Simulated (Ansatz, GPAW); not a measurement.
# Cl/Pd(110): work function by functional and basis, part 2 of 3

Wanted: work functions and dipole of Cl/Pd(110), with the cost of each level.

GPAW 26.7.0 and Ansatz 0.2.0; Ansatz plane waves; slab in vacuum with a dipole correction, relaxation; PAW set soft_1 (the session's first sound run).

So far, upper work function (eV): step 2 (relaxing the atoms) 5.75.

## Step 3: The slab's potential

With the geometry fixed, the planar mean of the potential gives the vacuum level on each side.

This step: GPAW, PAW setups; slab in vacuum (GPAW 26.7.0).

Input file run.py:

```python
import json
import numpy as np
from ase import Atoms
from gpaw import GPAW, PW

slab = Atoms(
    ['Pd', 'Pd', 'Pd', 'Pd', 'Pd', 'Cl'],
    positions=[
        [0.00000, 0.00000, 8.00000],
        [1.94500, 1.37532, 9.37532],
        [0.00000, 0.00000, 10.75065],
        [1.94500, 1.37532, 12.19804],
        [0.00000, 0.00000, 13.65978],
        [1.94500, -0.00000, 15.15342]],
    cell=[[3.89, 0.0, 0.0], [0.0, 2.75065, 0.0], [0.0, 0.0, 23.12006]],
    pbc=[True, True, False])

slab.calc = GPAW(mode=PW(400), xc='PBE', kpts={'size': (8, 11, 1), 'gamma': True},
                 occupations={'name': 'fermi-dirac', 'width': 0.1}, nbands='160%',
                 convergence={'density': 1e-05}, maxiter=200,
                 poissonsolver={'dipolelayer': 'xy'},
                 symmetry={'tolerance': 1e-3}, txt='slab.txt')
result = {}
energy = slab.get_potential_energy()
fermi = slab.calc.get_fermi_level()
v = slab.calc.get_electrostatic_potential().mean((0, 1)) - fermi
n = slab.calc.get_pseudo_density().mean((0, 1))
L = slab.cell[2, 2]
z = np.arange(len(v)) * L / len(v)
low, high = slab.positions[:, 2].min(), slab.positions[:, 2].max()
below, above = np.interp([low - 5.8, high + 5.8], z, v)
slopes = [np.interp(x, z, np.gradient(v, z)) for x in (low - 5.8, high + 5.8)]
eps = np.array([[slab.calc.get_eigenvalues(k, s) for k in range(len(slab.calc.get_ibz_k_points()))]
                for s in range(slab.calc.get_number_of_spins())]) - fermi
top, bottom = eps[eps < 0].max(), eps[eps > 0].min()
dipole = slab.get_dipole_moment()[2]
print(f'energy {energy:.4f} eV, Fermi level {fermi:.4f} eV, dipole {dipole:.5f} e A')
print(f'potential 5.8 A off the faces, from the Fermi level: lower {below:.4f} eV, upper {above:.4f} eV')
print(f'slope of the potential there: lower {slopes[0]:.5f}, upper {slopes[1]:.5f} eV/A')
print(f'nearest levels on the mesh: {top:.4f} and {bottom:.4f} eV')
print('magnetic moment', round(slab.get_magnetic_moment(), 3))
result.update(energy=energy, fermi=fermi, dipole=dipole, below=below, above=above, slopes=slopes, edges=[top, bottom],
              z=z.tolist(), v=v.tolist(), n=n.tolist(), positions=slab.positions.tolist(),
              forces=slab.get_forces(apply_constraint=False).tolist(), moments=slab.get_magnetic_moments().tolist())
json.dump(result, open('result.json', 'w'))
```

On the command line:

```
$ OMP_NUM_THREADS=1 OPENBLAS_NUM_THREADS=1 python run.py
```

Output:

```text
energy -19.7198 eV, Fermi level -0.1062 eV, dipole -0.05105 e A
potential 5.8 A off the faces, from the Fermi level: lower 4.8887 eV, upper 5.7523 eV
slope of the potential there: lower -0.00011, upper 0.00011 eV/A
nearest levels on the mesh: -0.0073 and 0.0117 eV
magnetic moment 0.0
```

Wall time 7.9 min (1 thread of Arm Neoverse V2, shared host); peak memory 0.36 GiB.

This step gave:

- dipole along the normal: -0.05105 e·Å
- levels nearest the Fermi level on the mesh: -0.007304, 0.01165 eV from the Fermi level
- upper work function: 5.752 eV
- lower work function: 4.889 eV

The electrostatic potential energy of an electron (without an applied field's), less the Fermi level, planar mean oscillates, so the rows of the table below give means over windows of 1.44 Å about each position, cut where the curve ends. Its maxima inside the range that stand out by 2 % of the span (Å: eV): 8.7: -5.50, 10.1: -5.86, 11.5: -4.71, 13.0: -4.65, 14.4: -2.68. Its minima: 8.0: -12.6, 9.4: -13.2, 10.7: -13.1, 12.2: -13.0, 13.7: -12.9, 15.1: -14.1.

Table of electrostatic potential energy of an electron (without an applied field's), less the Fermi level, planar mean by z; means over each step:

z (Å), electrostatic potential energy of an electron (without an applied field's), less the Fermi level, planar mean (eV) and a bar from the least value:
```
     0.72        4.9 ############################
     2.16        4.9 ############################
     3.60        4.9 ############################
     5.04        4.9 ############################
     6.48        3.9 ##########################
     7.92       -7.5 ###
     9.36       -9.2 
    10.80       -9.0 
    12.24       -8.7 #
    13.68       -8.4 ##
    15.12       -7.0 ####
    16.56        4.9 ############################
    18.00        5.7 ##############################
    19.44        5.8 ##############################
    20.88        5.8 ##############################
    22.32        5.7 ##############################
```

The pseudo valence density, planar mean oscillates, so the rows of the table below give means over windows of 1.5 Å about each position, cut where the curve ends. Its maxima inside the range that stand out by 2 % of the span (Å: e/Å³): 7.9: 1.67, 9.4: 1.75, 10.7: 1.74, 12.2: 1.75, 13.7: 1.72, 14.8: 0.482. Its minima: 8.8: 0.584, 10.1: 0.551, 11.6: 0.518, 12.8: 0.506, 14.6: 0.438.

Pseudo valence density, planar mean against z; means over each step:

| z (Å) | pseudo valence density, planar mean (e/Å³) |
| --- | --- |
| 3.75 | 3.1e-5 |
| 5.25 | 0.00148 |
| 6.75 | 0.113 |
| 8.25 | 1.03 |
| 9.75 | 1.09 |
| 11.25 | 1.05 |
| 12.75 | 1.03 |
| 14.25 | 0.837 |
| 15.75 | 0.264 |
| 17.25 | 0.00576 |
| 18.75 | 4.1e-5 |

Force by atom:

| atom | x (eV/Å) | y (eV/Å) | z (eV/Å) | size |
| --- | --- | --- | --- | --- |
| Pd1 | 0.000 | 0.000 | 0.067 | 0.067 |
| Pd2 | 0.000 | 0.000 | -0.408 | 0.408 |
| Pd3 | 0.000 | 0.000 | 0.330 | 0.330 |
| Pd4 | 0.000 | 0.000 | -0.003 | 0.003 |
| Pd5 | 0.000 | 0.000 | -0.034 | 0.034 |
| Cl6 | 0.000 | 0.000 | 0.048 | 0.048 |

The potential is flat to 1.1e-4 eV/Å where it is read, so the vacuum is wide enough. The geometry is the other program's minimum; here the largest force on a free atom is 0.048 eV/Å.

## Step 4: OptPBE vdW: xc = "optPBE-vdW"

The same geometry under optPBE-vdW, to see how far the functional moves the levels against the vacuum (the van der Waals functionals take revPBE setups).

Edit run.py of step 3 so:

```diff
@@ -17,3 +17,3 @@
 
-slab.calc = GPAW(mode=PW(400), xc='PBE', kpts={'size': (8, 11, 1), 'gamma': True},
+slab.calc = GPAW(mode=PW(400), xc='optPBE-vdW', kpts={'size': (8, 11, 1), 'gamma': True},
                  occupations={'name': 'fermi-dirac', 'width': 0.1}, nbands='160%',
```

Output:

```text
energy -97.8426 eV, Fermi level -0.2603 eV, dipole -0.05329 e A
potential 5.8 A off the faces, from the Fermi level: lower 5.0999 eV, upper 6.0014 eV
slope of the potential there: lower -0.00006, upper 0.00000 eV/A
nearest levels on the mesh: -0.0096 and 0.0027 eV
magnetic moment 0.0
```

The job ended after 12 min (1 thread; peak memory 0.5 GiB).

This step gave:

```yaml
dipole_along_the_normal: -0.05329 e·Å
levels_nearest_the_fermi_level_on_the_mesh: -0.009633, 0.002695 eV from the Fermi level
upper_work_function: 6.001 eV
lower_work_function: 5.100 eV
```

The electrostatic potential energy of an electron (without an applied field's), less the Fermi level, planar mean oscillates, so the rows of the table below give means over windows of 1.44 Å about each position, cut where the curve ends. Its maxima inside the range that stand out by 2 % of the span (Å: eV): 8.7: -5.49, 10.1: -5.84, 11.5: -4.69, 13.0: -4.64, 14.4: -2.64. Its minima: 8.0: -12.5, 9.4: -13.1, 10.7: -13.1, 12.2: -13.0, 13.7: -12.8, 15.1: -14.0.

Electrostatic potential energy of an electron (without an applied field's), less the Fermi level, planar mean against z; means over each step:

| z (Å) | electrostatic potential energy of an electron (without an applied field's), less the Fermi level, planar mean (eV) |
| --- | --- |
| 0.72 | 5.16 |
| 2.16 | 5.10 |
| 3.60 | 5.10 |
| 5.04 | 5.07 |
| 6.48 | 4.04 |
| 7.92 | -7.48 |
| 9.36 | -9.20 |
| 10.80 | -8.99 |
| 12.24 | -8.70 |
| 13.68 | -8.38 |
| 15.12 | -6.91 |
| 16.56 | 5.11 |
| 18.00 | 5.99 |
| 19.44 | 6.00 |
| 20.88 | 6.00 |
| 22.32 | 5.97 |

The pseudo valence density, planar mean oscillates, so the rows of the table below give means over windows of 1.5 Å about each position, cut where the curve ends. Its maxima inside the range that stand out by 2 % of the span (Å: e/Å³): 7.9: 1.67, 9.4: 1.75, 10.7: 1.75, 12.2: 1.76, 13.7: 1.73, 14.8: 0.482. Its minima: 8.8: 0.582, 10.1: 0.550, 11.6: 0.517, 12.8: 0.504, 14.6: 0.437.

Table of pseudo valence density, planar mean by z; means over each step:

| z (Å) | pseudo valence density, planar mean (e/Å³) |
| --- | --- |
| 3.75 | 4.5e-5 |
| 5.25 | 0.00167 |
| 6.75 | 0.113 |
| 8.25 | 1.03 |
| 9.75 | 1.09 |
| 11.25 | 1.05 |
| 12.75 | 1.03 |
| 14.25 | 0.837 |
| 15.75 | 0.264 |
| 17.25 | 0.00601 |
| 18.75 | 5.3e-5 |

Force by atom:

| atom | x (eV/Å) | y (eV/Å) | z (eV/Å) | size |
| --- | --- | --- | --- | --- |
| Pd1 | 0.000 | 0.000 | -0.422 | 0.422 |
| Pd2 | 0.000 | 0.000 | -0.487 | 0.487 |
| Pd3 | 0.000 | 0.000 | 0.397 | 0.397 |
| Pd4 | 0.000 | 0.000 | 0.083 | 0.083 |
| Pd5 | 0.000 | 0.000 | 0.052 | 0.052 |
| Cl6 | 0.000 | 0.000 | 0.376 | 0.376 |

The upper face's work function is 6.001 eV, against 5.752 eV in the first plane-wave PBE run at this geometry.

## Step 5: Self-consistent run: xc = "revPBE"

The same geometry under revPBE, to see how far the functional moves the levels against the vacuum.

Edit run.py of step 4 so:

```diff
@@ -17,3 +17,3 @@
 
-slab.calc = GPAW(mode=PW(400), xc='optPBE-vdW', kpts={'size': (8, 11, 1), 'gamma': True},
+slab.calc = GPAW(mode=PW(400), xc='revPBE', kpts={'size': (8, 11, 1), 'gamma': True},
                  occupations={'name': 'fermi-dirac', 'width': 0.1}, nbands='160%',
```

Output:

```text
energy -17.0270 eV, Fermi level -0.0008 eV, dipole -0.05523 e A
potential 5.8 A off the faces, from the Fermi level: lower 4.7254 eV, upper 5.6598 eV
slope of the potential there: lower 0.00001, upper 0.00000 eV/A
nearest levels on the mesh: -0.0079 and 0.0099 eV
magnetic moment 0.0
```

Elapsed: 7 min, on 1 thread; peak memory 0.36 GiB.

Numbers from this step:

```yaml
dipole_along_the_normal: -0.05523 e·Å
levels_nearest_the_fermi_level_on_the_mesh: -0.007947, 0.009908 eV from the Fermi level
upper_work_function: 5.660 eV
lower_work_function: 4.725 eV
```

The electrostatic potential energy of an electron (without an applied field's), less the Fermi level, planar mean oscillates, so the rows of the table below give means over windows of 1.44 Å about each position, cut where the curve ends. Its maxima inside the range that stand out by 2 % of the span (Å: eV): 8.7: -5.58, 10.1: -5.94, 11.5: -4.79, 13.0: -4.73, 14.4: -2.75. Its minima: 8.0: -12.6, 9.4: -13.2, 10.7: -13.2, 12.2: -13.1, 13.7: -13.0, 15.1: -14.2.

Table of electrostatic potential energy of an electron (without an applied field's), less the Fermi level, planar mean by z; means over each step:

z (Å), electrostatic potential energy of an electron (without an applied field's), less the Fermi level, planar mean (eV) and a bar from the least value:
```
     0.72        4.8 ############################
     2.16        4.7 ############################
     3.60        4.7 ############################
     5.04        4.7 ############################
     6.48        3.7 ##########################
     7.92       -7.6 ###
     9.36       -9.3 
    10.80       -9.1 
    12.24       -8.8 #
    13.68       -8.5 ##
    15.12       -7.1 ####
    16.56        4.8 ############################
    18.00        5.7 ##############################
    19.44        5.7 ##############################
    20.88        5.7 ##############################
    22.32        5.6 ##############################
```

The upper face's work function is 5.660 eV, against 5.752 eV in the first plane-wave PBE run at this geometry.

## Step 6: Self-consistent run: xc = "RPBE"

The same geometry under RPBE, to see how far the functional moves the levels against the vacuum.

Edit run.py of step 5 so:

```diff
@@ -17,3 +17,3 @@
 
-slab.calc = GPAW(mode=PW(400), xc='revPBE', kpts={'size': (8, 11, 1), 'gamma': True},
+slab.calc = GPAW(mode=PW(400), xc='RPBE', kpts={'size': (8, 11, 1), 'gamma': True},
                  occupations={'name': 'fermi-dirac', 'width': 0.1}, nbands='160%',
```

Output:

```text
energy -16.4994 eV, Fermi level 0.0140 eV, dipole -0.05668 e A
potential 5.8 A off the faces, from the Fermi level: lower 4.7080 eV, upper 5.6668 eV
slope of the potential there: lower -0.00007, upper 0.00004 eV/A
nearest levels on the mesh: -0.0079 and 0.0091 eV
magnetic moment 0.0
```

Run time: 7.5 min. Hardware: 1 thread; peak memory 0.36 GiB.

Numbers from this step:

- dipole along the normal: -0.05668 e·Å
- levels nearest the Fermi level on the mesh: -0.007927, 0.009134 eV from the Fermi level
- upper work function: 5.667 eV
- lower work function: 4.708 eV

The upper face's work function is 5.667 eV, against 5.752 eV in the first plane-wave PBE run at this geometry.

## Step 7: Real-space grid: mode = "fd"

A real-space grid is a second complete basis, so it checks the plane-wave result.

Edit run.py of step 6 so:

```diff
@@ -3,3 +3,3 @@
 from ase import Atoms
-from gpaw import GPAW, PW
+from gpaw import GPAW
 
@@ -17,3 +17,3 @@
 
-slab.calc = GPAW(mode=PW(400), xc='RPBE', kpts={'size': (8, 11, 1), 'gamma': True},
+slab.calc = GPAW(mode='fd', h=0.18, xc='PBE', kpts={'size': (8, 11, 1), 'gamma': True},
                  occupations={'name': 'fermi-dirac', 'width': 0.1}, nbands='160%',
```

Output:

```text
energy -20.0475 eV, Fermi level -5.3193 eV, dipole -0.05106 e A
potential 5.8 A off the faces, from the Fermi level: lower 4.8875 eV, upper 5.7511 eV
slope of the potential there: lower -0.00004, upper 0.00000 eV/A
nearest levels on the mesh: -0.0087 and 0.0101 eV
magnetic moment 0.0
```

The job ended after 37 min (1 thread; peak memory 1.9 GiB).

This step gave:

```
dipole along the normal                    : -0.05106 e·Å
levels nearest the Fermi level on the mesh : -0.008652, 0.01005 eV from the Fermi level
upper work function                        : 5.751 eV
lower work function                        : 4.888 eV
```

The electrostatic potential energy of an electron (without an applied field's), less the Fermi level, planar mean oscillates, so the rows of the table below give means over windows of 1.45 Å about each position, cut where the curve ends. Its maxima inside the range that stand out by 2 % of the span (Å: eV): 8.7: -5.49, 10.0: -5.91, 11.5: -4.68, 12.9: -4.62, 14.4: -2.68. Its minima: 8.0: -12.6, 9.4: -13.2, 10.7: -13.2, 12.2: -13.0, 13.6: -13.0, 15.2: -14.3.

Electrostatic potential energy of an electron (without an applied field's), less the Fermi level, planar mean against z; means over each step:

z (Å), electrostatic potential energy of an electron (without an applied field's), less the Fermi level, planar mean (eV) and a bar from the least value:
```
     0.72        4.9 ############################
     2.17        4.9 ############################
     3.62        4.9 ############################
     5.07        4.9 ############################
     6.52        3.8 ##########################
     7.97       -7.7 ###
     9.42       -9.2 
    10.87       -8.9 #
    12.32       -8.7 #
    13.77       -8.2 ##
    15.22       -6.6 #####
    16.67        5.2 #############################
    18.12        5.7 ##############################
    19.57        5.8 ##############################
    21.02        5.8 ##############################
    22.47        5.8 ##############################
```

The upper face's work function is 5.751 eV, against 5.752 eV in the first plane-wave PBE run at this geometry.

## Step 8: Atomic orbitals: mode = "lcao"

Atom-centred orbitals end a few angstrom from the surface, which tests how much the density's tail matters.

Edit run.py of step 7 so:

```diff
@@ -17,4 +17,4 @@
 
-slab.calc = GPAW(mode='fd', h=0.18, xc='PBE', kpts={'size': (8, 11, 1), 'gamma': True},
-                 occupations={'name': 'fermi-dirac', 'width': 0.1}, nbands='160%',
+slab.calc = GPAW(mode='lcao', basis='dzp', h=0.18, xc='PBE', kpts={'size': (8, 11, 1), 'gamma': True},
+                 occupations={'name': 'fermi-dirac', 'width': 0.1}, nbands='120%',
                  convergence={'density': 1e-05}, maxiter=200,
```

Output:

```text
energy -17.2807 eV, Fermi level -5.3943 eV, dipole -0.05442 e A
potential 5.8 A off the faces, from the Fermi level: lower 4.9341 eV, upper 5.8545 eV
slope of the potential there: lower -0.00024, upper 0.00000 eV/A
nearest levels on the mesh: -0.0018 and 0.0000 eV
magnetic moment 0.0
```

Run time: 49 min. Hardware: 1 thread; peak memory 0.57 GiB.

Numbers from this step:

```yaml
dipole_along_the_normal: -0.05442 e·Å
levels_nearest_the_fermi_level_on_the_mesh: -0.001837, 2.53e-5 eV from the Fermi level
upper_work_function: 5.854 eV
lower_work_function: 4.934 eV
```

The upper face's work function is 5.854 eV, against 5.752 eV in the first plane-wave PBE run at this geometry.

## Step 9: All levels side by side

Times are for 1 thread of Arm Neoverse V2, shared host. The series side by side:

| no. | run | upper work function (eV) | lower work function (eV) | time | memory (GiB) |
| --- | --- | --- | --- | --- | --- |
| 1 | pw | 5.752 | 4.889 | 7.9 min | 0.36 |
| 2 | optPBE vdW | 6.001 | 5.100 | 12 min | 0.5 |
| 3 | revPBE | 5.660 | 4.725 | 7 min | 0.36 |
| 4 | RPBE | 5.667 | 4.708 | 7.5 min | 0.36 |
| 5 | fd | 5.751 | 4.888 | 37 min | 1.9 |
| 6 | lcao | 5.854 | 4.934 | 49 min | 0.57 |

[end of part 2 of 3]

[Logs are printed without paths, hosts, clocks, repeated set-up lines and the standing remarks that a program may print on its own settings, such as how far it seeks lower states.]

[Hosts, paths, dates, database ids (printed as entryN), source tags and the programs' standing remarks are cut or masked in the printed files.]
